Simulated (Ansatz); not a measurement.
**RbCd4N3: relaxing a made-up structure**

This structure for RbCd4N3 is made up. Its elements were placed in a known structure type with a cell scaled to their sizes. What cell does the guess relax to, and how far off was it?

Calculated with Ansatz 0.2.0; DFT, PBEsol, plane-wave PAW, files of the set soft_1, scalar-relativistic, no spin, cell and ions relaxed at zero pressure; PAW set soft_1.

**1. The starting structure**

Symmetry: R-3m, No. 166, trigonal system. Conventional cell: a = 4.247 Å, b = 4.247 Å, c = 34.427 Å, α = 90.00°, β = 90.00°, γ = 120.00°. Nearest to Cd lie 4 N at 2.46 to 2.68 Å. Cd has 3 N at 2.50 Å nearest. Nearest to Rb lie 6 N at 3.29 Å. N has 6 Cd at 2.68 Å nearest. N has 4 Cd at 2.46 to 2.50 Å and 3 Rb at 3.29 Å nearest. Farther neighbours and most contacts between anions are not listed.

**2. Relaxing cell and atoms**

The guess takes its coordinates from another compound and its volume from a rule, so the cell and any free coordinates are relaxed together.

Contents of input.yaml:

```yaml
crystal:
  lattice:
    - [2.1235, 1.226003297, 11.475666667]
    - [-2.1235, 1.226003297, 11.475666667]
    - [0.0, -2.452006593, 11.475666667]
  atoms:
    - { symbol: Cd, position: [0.698066664, 0.698066664, 0.698066664] }
    - { symbol: Cd, position: [0.301933336, 0.301933336, 0.301933336] }
    - { symbol: Cd, position: [0.911666664, 0.911666664, 0.911666664] }
    - { symbol: Cd, position: [0.088333336, 0.088333336, 0.088333336] }
    - { symbol: Rb, position: [0.5, 0.5, 0.5] }
    - { symbol: "N", position: [0.0, 0.0, 0.0] }
    - { symbol: "N", position: [0.769466664, 0.769466664, 0.769466664] }
    - { symbol: "N", position: [0.230533336, 0.230533336, 0.230533336] }
kpoints:
  mp_grid: { grid: [7, 7, 7] }
scf:
  occupations: { method: fermi_dirac, width: 0.05 }
hamiltonian:
  xc: pbesol
  pseudopotentials: { kind: paw, azcp: { folder: soft_1 }, xc_functional: pbe }
relax:
  f_tol: 0.015
  max_steps: 70
  cell: {}
output:
  forces: true
  stress: true
```

Started as:

```
$ ansatz run input.yaml --threads 4 --pin off --max-ram 10240MiB --backend cpu --events-out ev --progress --plain --runs-dir out
```

Numbers of over 12 decimals in the logs are rounded to 6 here.

Output:

```text
basis.fft_grid_basis auto: the FFT boxes are laid along the combinations [[1, 0, -1], [0, 1, -1], [0, 0, 1]] of the cell's own vectors, 4.247, 4.247 and 11.735 Å long. The dense box has 30×30×80 points. Along the cell's own vectors, as sized, it would have 80×80×80, 7.11 times as many. Of the 12 symmetry operations that the crystal satisfies within crystal.symmetry.tolerance (time reversal apart; of a slab, those tha [...]
Engine: ansatz 0.2.0, aarch64-unknown-linux-gnu
Pseudopotentials: kind: paw
Pseudopotential: Cd, paw, valence charge 20, recommended cutoff 420 eV (normal), soft_1/Cd.paw.azcp
Pseudopotential: Rb, paw, valence charge 9, recommended cutoff 420 eV (normal), soft_1/Rb.paw.azcp
Pseudopotential: N, paw, valence charge 5, recommended cutoff 420 eV (normal), soft_1/N.paw.azcp
Functional definition: PBEsol
  exchange = pbesol_x
  correlation = pbesol_c
Crystal: 8 atoms, lattice volume = 179.256 Å³
Basis set: ecut = 420 eV, 3483 PW (Γ), FFT grids on a1−a3, a2−a3, a3, exchange–correlation on 60×60×160 points (8 copies of the dense FFT grid, shifted against one another)
Bands: 63, of which v1, the nominal top of the filled ones, is band 52 counted from 1 (51 counted from 0)
Symmetry: 12 space group operations
Space group: R-3m (ITA 166), of the structure as read, at distance tolerance 5.6e-5 Å
k-points: 44 of 343
Non-local potential: Cd, projectors of the file, l = 0: 3, l = 1: 2, l = 2: 2, l = 3: 1
Non-local potential: Rb, projectors of the file, l = 0: 3, l = 1: 2, l = 2: 2
Non-local potential: N, projectors of the file, l = 0: 2, l = 1: 2, l = 2: 1
PAW form: soft (Blöchl's): semilocal exchange-correlation on the pseudo side does not see the compensation charge
PAW frozen core: Cd, regenerated for the run's functional, and the local potential with it (the file was generated under x = pbe(κ = 0.804, μ = 0.219515), c = pbe(β = 0.066725))
PAW frozen core: Rb, regenerated for the run's functional, and the local potential with it (the file was generated under x = pbe(κ = 0.804, μ = 0.219515), c = pbe(β = 0.066725))
PAW frozen core: N, regenerated for the run's functional, and the local potential with it (the file was generated under x = pbe(κ = 0.804, μ = 0.219515), c = pbe(β = 0.066725))
PAW one-centre angular grid: Cd, 590 points (default); XC on 64 Gauss nodes
PAW one-centre angular grid: Rb, 110 points (default); XC on 64 Gauss nodes
PAW one-centre angular grid: N, 110 points (default); XC on 64 Gauss nodes
Initial density: superposition of atomic densities (chi_scale 0.1, normalization cell, long waves kept (reshape's long-wave potential 0.72 eV rms))
Initial wavefunctions: pseudopotential atomic-orbital guess
Functional: x = pbesol(κ = 0.804, μ = 0.123457), c = pbesol(β = 0.046)
SCF iter   1: F=—  HF=-37086.102604 eV  |F-HF|=—  |Δ(HF+E_count)|=         —  Δρ=5.65e-2  dr2=2.83e1  ethr=3.10e-3  ⟨swp⟩=6.5  Hψ=10085  notcnv=0  defer=10
preconditioner: auto → LDOS  [metal: Δε(μ)=0.045 eV  Ē_g=10.432 eV  σ=0.050 eV  W_gap=0.22  n_scr=44 (ndim 8)  ℏωp=23.2 eV  f_vac=0.057  D(μ)=2.82/eV (n_scr^D=6)  β→1.0]
SCF iter   2: F=—  HF=-37083.667501 eV  |F-HF|=—  |Δ(HF+E_count)|=    2.44e0  Δρ=2.62e-2  dr2=1.56e0  ethr=3.10e-3  ⟨swp⟩=3.4  Hψ=5479  notcnv=0  defer=122
SCF iter   3: F=—  HF=-37083.480707 eV  |F-HF|=—  |Δ(HF+E_count)|=   1.87e-1  Δρ=1.62e-2  dr2=8.47e-1  ethr=1.50e-3  ⟨swp⟩=3.1  Hψ=5335  notcnv=0  defer=170
SCF iter   4: F=—  HF=-37083.278809 eV  |F-HF|=—  |Δ(HF+E_count)|=   2.02e-1  Δρ=6.05e-3  dr2=1.18e-1  ethr=8.14e-4  ⟨swp⟩=3.0  Hψ=4654  notcnv=0  defer=170
SCF iter   5: F=—  HF=-37083.259425 eV  |F-HF|=—  |Δ(HF+E_count)|=   1.94e-2  Δρ=1.80e-3  dr2=7.90e-3  ethr=1.14e-4  ⟨swp⟩=2.2  Hψ=5095  notcnv=0  defer=158
SCF iter   6: F=—  HF=-37083.257993 eV  |F-HF|=—  |Δ(HF+E_count)|=   1.43e-3  Δρ=4.63e-4  dr2=4.75e-4  ethr=7.59e-6  ⟨swp⟩=2.0  Hψ=3894  notcnv=0  defer=158
SCF iter   7: F=—  HF=-37083.257998 eV  |F-HF|=—  |Δ(HF+E_count)|=   4.28e-6  Δρ=1.96e-4  dr2=7.64e-5  ethr=4.56e-7  ⟨swp⟩=2.7  Hψ=4586  notcnv=0  defer=158
SCF iter   8: F=—  HF=-37083.257658 eV  |F-HF|=—  |Δ(HF+E_count)|=   3.40e-4  Δρ=4.25e-5  dr2=2.19e-6  ethr=7.35e-8  ⟨swp⟩=2.0  Hψ=3931  notcnv=0  defer=158
SCF iter   9: F=—  HF=-37083.257659 eV  |F-HF|=—  |Δ(HF+E_count)|=   1.35e-6  Δρ=1.30e-5  dr2=2.80e-7  ethr=2.11e-9  ⟨swp⟩=2.0  Hψ=4148  notcnv=0  defer=158
SCF iter  10: F=-37083.257659 eV  HF=-37083.257659 eV  |F-HF|=1.23e-8  |Δ(HF+E_count)|=   8.38e-8  Δρ=3.84e-6  dr2=1.20e-8  ethr=9.62e-11  ⟨swp⟩=4.0  Hψ=8898  notcnv=0
SCF 1 converged in 10 iterations: F = -37083.257659 eV  dr2 = 1.20e-8
  greatest PAW one-centre occupation: 1.000 electrons in one spin orbital (limit 2), on the Cd atom at site 3 (counted from 0), in its partial waves of l = 0
relax step   1: F+E_penalty+E_count = -37083.25765928 eV  Δ(F+E_penalty+E_count) = +0.000e0 eV  max|allowed force component| = 1.311e0 eV/Å  Δτ_max = 0.0000 Å  P = -12.276 GPa  Ω = 179.256 Å³  (10 SCF iters, dr2 threshold 1.00e-7 eV, accepted)
Crystal: 8 atoms, lattice volume = 157.011 Å³
Basis set: ecut = 420 eV, 3055 PW (Γ), FFT grids on a1−a3, a2−a3, a3, exchange–correlation on 60×60×160 points (8 copies of the dense FFT grid, shifted against one another)
Initial density: handed on by an earlier stage of this run
Initial wavefunctions: those handed on with the density
iter 1 solved again at ethr=1.08e-3 eV; its pass at ethr=3.10e-3 eV (dr2=1.12e0 eV) is discarded
SCF iter   1: F=—  HF=-37085.116945 eV  |F-HF|=—  |Δ(HF+E_count)|=         —  Δρ=1.50e-2  dr2=1.13e0  ethr=1.08e-3  ⟨swp⟩=1.7  Hψ=12076  notcnv=0
preconditioner: auto → LDOS  [insulator: Δε(μ)=0.504 eV  Ē_g=11.242 eV  σ=0.050 eV  W_gap=0.60  n_scr=44 (ndim 8)  ℏωp=24.8 eV  f_vac=0.066  D(μ)=0.63/eV (n_scr^D=2)  ε∞_Penn≈5.9  β→1.0]
SCF iter   2: F=—  HF=-37085.608690 eV  |F-HF|=—  |Δ(HF+E_count)|=   4.92e-1  Δρ=3.06e-2  dr2=4.62e0  ethr=1.08e-3  ⟨swp⟩=3.7  Hψ=7956  notcnv=0  defer=140  recentre
SCF iter   3: F=—  HF=-37084.961204 eV  |F-HF|=—  |Δ(HF+E_count)|=   6.47e-1  Δρ=2.23e-3  dr2=2.59e-2  ethr=1.08e-3  ⟨swp⟩=3.1  Hψ=4946  notcnv=0  defer=158
SCF iter   4: F=—  HF=-37084.957174 eV  |F-HF|=—  |Δ(HF+E_count)|=   4.03e-3  Δρ=1.01e-3  dr2=2.17e-3  ethr=2.49e-5  ⟨swp⟩=2.0  Hψ=4183  notcnv=0  defer=159
SCF iter   5: F=—  HF=-37084.956855 eV  |F-HF|=—  |Δ(HF+E_count)|=   3.18e-4  Δρ=2.93e-4  dr2=1.35e-4  ethr=2.09e-6  ⟨swp⟩=2.0  Hψ=3981  notcnv=0  defer=159
SCF iter   6: F=—  HF=-37084.956584 eV  |F-HF|=—  |Δ(HF+E_count)|=   2.72e-4  Δρ=7.90e-5  dr2=8.56e-6  ethr=1.30e-7  ⟨swp⟩=2.0  Hψ=3755  notcnv=0  defer=159
[...]
SCF iter   4: F=—  HF=-37085.563832 eV  |F-HF|=—  |Δ(HF+E_count)|=   2.97e-3  Δρ=1.00e-3  dr2=2.30e-3  ethr=1.85e-5  ⟨swp⟩=2.0  Hψ=4091  notcnv=0  defer=148
SCF iter   5: F=—  HF=-37085.563481 eV  |F-HF|=—  |Δ(HF+E_count)|=   3.51e-4  Δρ=4.68e-4  dr2=3.84e-4  ethr=2.21e-6  ⟨swp⟩=2.0  Hψ=3992  notcnv=0  defer=148
SCF iter   6: F=—  HF=-37085.563160 eV  |F-HF|=—  |Δ(HF+E_count)|=   3.21e-4  Δρ=1.23e-4  dr2=2.85e-5  ethr=3.69e-7  ⟨swp⟩=2.0  Hψ=4110  notcnv=0  defer=148
SCF iter   7: F=-37085.563157 eV  HF=-37085.563157 eV  |F-HF|=1.42e-7  |Δ(HF+E_count)|=   3.19e-6  Δρ=2.87e-5  dr2=5.99e-7  ethr=7.69e-10  ⟨swp⟩=3.1  Hψ=9771  notcnv=0
SCF 3 converged in 7 iterations: F = -37085.563157 eV  dr2 = 5.99e-7
relax step   3: F+E_penalty+E_count = -37085.56315689 eV  Δ(F+E_penalty+E_count) = -6.066e-1 eV  max|allowed force component| = 2.008e-1 eV/Å  Δτ_max = 0.0582 Å  P = +0.961 GPa  Ω = 138.922 Å³  energy of the carried Pulay correction = +3.033e-2 eV  (7 SCF iters, dr2 threshold 8.00e-7 eV, accepted)
[...]
relax step   4: F+E_penalty+E_count = -37085.61139143 eV  Δ(F+E_penalty+E_count) = -4.823e-2 eV  max|allowed force component| = 1.267e-1 eV/Å  Δτ_max = 0.0659 Å  P = +0.598 GPa  Ω = 139.123 Å³  energy of the carried Pulay correction = +3.016e-2 eV  (7 SCF iters, dr2 threshold 8.00e-7 eV, accepted)
[...]
relax step   5: F+E_penalty+E_count = -37085.61561110 eV  Δ(F+E_penalty+E_count) = -4.220e-3 eV  max|allowed force component| = 4.251e-2 eV/Å  Δτ_max = 0.0189 Å  P = -0.069 GPa  Ω = 140.741 Å³  energy of the carried Pulay correction = +2.880e-2 eV  (6 SCF iters, dr2 threshold 8.00e-7 eV, accepted)
[...]
relax step   6: F+E_penalty+E_count = -37085.61622609 eV  Δ(F+E_penalty+E_count) = -6.150e-4 eV  max|allowed force component| = 5.656e-3 eV/Å  Δτ_max = 0.0080 Å  P = -0.023 GPa  Ω = 140.529 Å³  energy of the carried Pulay correction = +2.898e-2 eV  (6 SCF iters, dr2 threshold 1.13e-7 eV, accepted)
[...]
relax step   7: F+E_penalty+E_count = -37085.60661244 eV  Δ(F+E_penalty+E_count) = +9.614e-3 eV  max|allowed force component| = 5.204e-3 eV/Å  Δτ_max = 0.0000 Å  P = -0.137 GPa  Ω = 140.529 Å³  stress off target by 1.46e-1 GPa  SCF on the basis re-selected at this cell (its energy is not comparable with the rows above)  (8 SCF iters)
[...]
relax step   8: F+E_penalty+E_count = -37085.60699605 eV  Δ(F+E_penalty+E_count) = -3.836e-4 eV  max|allowed force component| = 5.253e-3 eV/Å  Δτ_max = 0.0020 Å  P = +0.054 GPa  Ω = 140.183 Å³  energy of the carried Pulay correction = +2.910e-4 eV  (6 SCF iters, dr2 threshold 5.35e-8 eV, accepted)
[...]
relax step   9: F+E_penalty+E_count = -37085.60694472 eV  Δ(F+E_penalty+E_count) = +5.133e-5 eV  max|allowed force component| = 6.638e-4 eV/Å  Δτ_max = 0.0005 Å  P = +0.001 GPa  Ω = 140.266 Å³  energy of the carried Pulay correction = +2.211e-4 eV  (6 SCF iters, dr2 threshold 9.74e-9 eV, accepted)
iter 1 solved again at ethr=1.81e-7 eV; its pass at ethr=3.10e-3 eV (dr2=1.88e-4 eV) is discarded
SCF iter   1: F=—  HF=-37085.606679 eV  |F-HF|=—  |Δ(HF+E_count)|=         —  Δρ=6.50e-6  dr2=1.00e-8  ethr=1.81e-7  ⟨swp⟩=3.8  Hψ=17538  notcnv=0
eigensolver tolerance schedule: the retry pair's looser diagonalisation over-reported the residual by 18799.28 of it (diagonalisation noise at an unbounded share of the residual, at the tolerance the schedule requests for it); recorded, not acted on — ethr = c·dr2/N_el stays at c = 1.0e-1
preconditioner: auto → LDOS  [metal: Δε(μ)=0.006 eV  Ē_g=11.805 eV  σ=0.050 eV  W_gap=0.03  n_scr=44 (ndim 8)  ℏωp=26.2 eV  f_vac=0.051  D(μ)=0.54/eV (n_scr^D=2)  β→1.0]
SCF iter   2: F=—  HF=-37085.606698 eV  |F-HF|=—  |Δ(HF+E_count)|=   1.96e-5  Δρ=3.62e-6  dr2=2.26e-8  ethr=9.62e-12  ⟨swp⟩=3.9  Hψ=6786  notcnv=0
SCF iter   3: F=—  HF=-37085.606698 eV  |F-HF|=—  |Δ(HF+E_count)|=   1.76e-9  Δρ=2.17e-6  dr2=1.74e-8  ethr=9.62e-12  ⟨swp⟩=2.0  Hψ=4890  notcnv=0
SCF iter   4: F=—  HF=-37085.606698 eV  |F-HF|=—  |Δ(HF+E_count)|=   3.25e-9  Δρ=9.41e-7  dr2=1.51e-9  ethr=9.62e-12  ⟨swp⟩=2.0  Hψ=3678  notcnv=0
SCF iter   5: F=—  HF=-37085.606698 eV  |F-HF|=—  |Δ(HF+E_count)|=  3.35e-10  Δρ=2.86e-7  dr2=2.99e-10  ethr=1.45e-12  ⟨swp⟩=2.2  Hψ=4051  notcnv=0
SCF iter   6: F=-37085.606698 eV  HF=-37085.606698 eV  |F-HF|=7.28e-12  |Δ(HF+E_count)|=  4.37e-11  Δρ=7.80e-8  dr2=6.05e-12  ethr=1.00e-12  ⟨swp⟩=3.0  Hψ=8689  notcnv=0
SCF 10 converged in 6 iterations: F = -37085.606698 eV  dr2 = 6.05e-12
relax step  10: F+E_penalty+E_count = -37085.60669827 eV  Δ(F+E_penalty+E_count) = +2.465e-4 eV  max|allowed force component| = 6.702e-4 eV/Å  Δτ_max = 0.0000 Å  P = -0.001 GPa  Ω = 140.266 Å³  stress off target by 1.01e-3 GPa  SCF on the basis re-selected at this cell (its energy is not comparable with the rows above)  (6 SCF iters)
basis re-selected at this cell: Δ(F+E_penalty+E_count) = +2.465e-4 eV, ΔP = -0.002 GPa vs the last step (what re-selecting the basis moved, of the pressure what is left beyond the Pulay correction that the steps carried, after the strain that the cell walked since its last selection, with what the two solves' SCF thresholds leave and, on support functions, any second-order correction that the steps lacked; it is no m [...]
SCF converged after 6 iterations
Free energy (F): -37085.606698 eV
Harris-Foulkes:  -37085.606698 eV  (|F-HF|=7.28e-12)
Internal energy: -37085.602411 eV  (E = F + TS)
E sigma→0 (E₀):  -37085.604555 eV
Entropy (-TS):   -0.004287 eV (-0.536 meV/atom)
Fermi energy:    11.381201 eV
--- Per-component energies (eV) ---
  E_band       = -1710.959646
  E_kinetic    = 2315.687513
  E_local      = -17564.648197  (includes V_loc(G=0)·N_el)
  E_nonlocal   = 789.008342
  E_hartree    = 8102.607288
  E_xc         = -920.355976
  E_vxc        = -1134.894578  (∫ρ·V_xc dr)
  E_paw        = -19056.840052  (= ΣΔE_a)
  E_vpaw       = -2321.330657  (= ΣTr[D̂ρ^β])
  E_aug_tail   = 0.003532  (compensation charges beyond the density's cutoff)
  E_ewald      = -10752.640671
  E_core_change = 1.575811  (= ΣΔE_core)
  E_smearing   = -0.004287  (= −TS)
  E_closure    = 0.000000  (closes the sum)
  Σ components = -37085.606698   (vs F -37085.606698, Δ=0.00e0)
--- Forces (eV/Å), atoms counted from 1 ---
  atom   1  Cd     0.00000000     0.00000000     0.00018156
  atom   2  Cd     0.00000000    -0.00000000    -0.00018156
  atom   3  Cd     0.00000000     0.00000000     0.00054341
  atom   4  Cd     0.00000000    -0.00000000    -0.00054341
  atom   5  Rb     0.00000000     0.00000000     0.00000000
  atom   6  N      0.00000000    -0.00000000    -0.00000000
  atom   7  N      0.00000000     0.00000000     0.00067024
  atom   8  N      0.00000000    -0.00000000    -0.00067024
  max |Σ_I F_I| component: 1.08e-19 eV/Å
--- Stress (GPa, compression-positive) ---
       -0.001012       0.000000      -0.000000
        0.000000      -0.001012       0.000000
       -0.000000       0.000000       0.000005
  P = ⅓ Tr σ = -0.0007 GPa (-0.007 kbar)
--- Relaxed structure (8 steps of the walk, 8 accepted, 2 SCFs on fresh bases) ---
  F+E_penalty+E_count = -37085.60669827 eV   max|allowed force component| = 6.702e-4 eV/Å   (the final SCF, on the basis selected at the relaxed cell)
  cell:  # Å, volume = 140.2659 Å³
    - [1.893609, 1.093276, 11.292253]
    - [-1.893609, 1.093276, 11.292253]
    - [0, -2.186552, 11.292253]
  atoms:
    - { symbol: Cd, position: [0.697137, 0.697137, 0.697137] }
    - { symbol: Cd, position: [0.302863, 0.302863, 0.302863] }
    - { symbol: Cd, position: [0.909349, 0.909349, 0.909349] }
    - { symbol: Cd, position: [0.090651, 0.090651, 0.090651] }
    - { symbol: Rb, position: [0.5, 0.5, 0.5] }
    - { symbol: N, position: [1.2912042603605475e-19, 1.2912042603605484e-19, 1.2912042602892553e-19] }
    - { symbol: N, position: [0.765351, 0.765351, 0.765351] }
    - { symbol: N, position: [0.234649, 0.234649, 0.234649] }
```

Elapsed: 50 s, on 4 threads of Arm Neoverse V2, shared host; peak memory 0.89 GiB.

The steps of the relaxation:

```tsv
step	energy less that of the first step (eV)	largest force component (eV/Å)	pressure (GPa)	volume (Å³)
1	0.0000	1.3107	-12.28	179.26
2	-1.6989	0.5336	-7.62	157.01
3	-2.3055	0.2008	0.96	138.92
4	-2.3537	0.1267	0.60	139.12
5	-2.3580	0.0425	-0.07	140.74
6	-2.3586	0.0057	-0.02	140.53
7*	-2.3490	0.0052	-0.14	140.53
8	-2.3493	0.0053	0.05	140.18
9	-2.3493	0.0007	0.00	140.27
10*	-2.3490	0.0007	0.00	140.27
```

Relaxation steps marked * repeat the geometry before them on a plane-wave basis chosen anew for their cell, so energy and pressure can jump there.

Forces are held to the 12 operations that the run works with; a distortion that breaks them can't arise in this run.

```tsv
conventional cell, symmetrised	before	after	change
a (Å)	4.247	3.787	-10.8 %
b (Å)	4.247	3.787	-10.8 %
c (Å)	34.427	33.877	-1.6 %
volume (Å³/atom)	22.41	17.53	-21.8 %
```

The atoms that moved most (Å, as changes of fractional coordinates times the final cell):

```tsv
atom	dx	dy	dz	length
N8	0.000	0.000	0.139	0.139
N7	0.000	0.000	-0.139	0.139
Cd3	0.000	0.000	-0.079	0.079
Cd4	0.000	0.000	0.079	0.079
Cd2	0.000	0.000	0.031	0.031
Cd1	0.000	0.000	-0.031	0.031
```

Final coordinates:

```cif
data_structure
_symmetry_space_group_name_H-M 'P 1'
_symmetry_Int_Tables_number 1
_cell_length_a 11.5020
_cell_length_b 11.5020
_cell_length_c 11.5020
_cell_angle_alpha 18.952
_cell_angle_beta 18.952
_cell_angle_gamma 18.952
_cell_volume 140.27
loop_
_atom_site_label
_atom_site_type_symbol
_atom_site_fract_x
_atom_site_fract_y
_atom_site_fract_z
_atom_site_occupancy
Cd1 Cd 0.69714 0.69714 0.69714 1
Cd2 Cd 0.30286 0.30286 0.30286 1
Cd3 Cd 0.90935 0.90935 0.90935 1
Cd4 Cd 0.09065 0.09065 0.09065 1
Rb5 Rb 0.50000 0.50000 0.50000 1
N6 N 0.00000 0.00000 0.00000 1
N7 N 0.76535 0.76535 0.76535 1
N8 N 0.23465 0.23465 0.23465 1
```

Numbers from this step:

| Quantity | Value |
| --- | --- |
| free energy | -37085.6067 eV |
| energy at zero smearing | -37085.6046 eV |
| smearing term TS | 0.004287 eV |
| Fermi energy | 11.38 eV |
| electrons | 104 |
| symmetry operations | 12 |
| pressure | -6.73e-4 GPa |

The shortest distance of each pair, which need not be the same contact before and after:

```tsv
pair	guess (Å)	relaxed (Å)
Cd–N	2.458	2.203
Cd–Cd	3.139	2.990
N–Rb	3.293	3.176
Cd–Rb	3.645	3.378
Rb–Rb	4.247	3.787
```

The relaxation ends with a largest force component of 6.7e-4 eV/Å and a pressure of 0.00 GPa.

**3. Results**

- space group, relaxed: R-3m
- conventional cell: a = 3.787, b = 3.787, c = 33.877 Å; α = 90.0°, β = 90.0°, γ = 120.0°
- volume per atom: 17.53 Å³ (guess 22.41)

In words: RbCd4N3 relaxes to R-3m with a = 3.787, b = 3.787 and c = 33.877 Å. The guessed volume was 28 % too large. The space group R-3m was held in the relaxation, so the end point is a stationary structure within it and may be a saddle against distortions or other arrangements. Mesh and cutoff weren't tested. No dispersion term is used, so weakly bound directions may come out too long. Nothing here tests whether the compound is stable against decomposition.

[Logs are printed without paths, hosts, clocks, repeated set-up lines and the standing remarks that a program may print on its own settings, such as how far it seeks lower states.]

[Hosts, paths, dates, database ids (printed as entryN), source tags and the programs' standing remarks are cut or masked in the printed files.]
